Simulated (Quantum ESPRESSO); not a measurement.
```
! title: Collinear magnetic orders of K2MnSe2 with Quantum ESPRESSO
! method: PBEsol with U = 4 eV on Mn d (ortho-atomic projectors); plane waves with GBRV 1.5 PBEsol potentials, no spin-orbit coupling, projections on orthogonalised atomic orbitals (and 2 further levels or steps)
! program: Quantum ESPRESSO 7.5
! settings of one run: GBRV 1.5 PBEsol, cutoff 544.23 eV, 4×4×4 k-mesh, 63 bands, fermi-dirac occupations, smearing width 0.05 eV, collinear spin, SCF threshold 2.00e-8, Hubbard form dudarev, Hubbard projectors ortho-atomic, starting moments 0 0 0 0 4.5 -4.5 0 0 0 0 μB
! cost: 4 runs, 11 min in all on 4 MPI ranks of Intel Xeon Platinum 8488C (Sapphire Rapids), shared host (the runs of this entry)
! lowest state found: antiferromagnetic (from antiferro +-)
! largest site moment: 4.34 μB
! next state with moments: ferromagnetic, 96.5 meV a seeded atom higher
CELL_PARAMETERS angstrom
-3.58300 6.59650 3.22000
3.58300 -6.59650 3.22000
3.58300 6.59650 -3.22000
ATOMIC_POSITIONS crystal
K 0.14639 0.33930 0.48569
K 0.85361 0.66070 0.51431
K 0.35361 0.83930 0.19291
K 0.64639 0.16070 0.80709
Mn 0.25000 0.25000 0.00000
Mn 0.75000 0.75000 0.00000
Se 0.89408 0.19827 0.09235
Se 0.10592 0.80173 0.90765
Se 0.60592 0.69827 0.30419
Se 0.39408 0.30173 0.69581
```

[Logs and program files are shortened in this print: banners, set-up blocks, solver, clock and traceback lines can be left out without a mark of their own.]

[Logs are printed without paths, hosts, clocks, repeated set-up lines and the standing remarks that a program may print on its own settings, such as how far it seeks lower states.]

[Hosts, paths, dates, database ids (printed as entryN), source tags and the programs' standing remarks are cut or masked in the printed files.]

[Where a cell is said to come from a database of computed structures, the database is the Materials Project.]
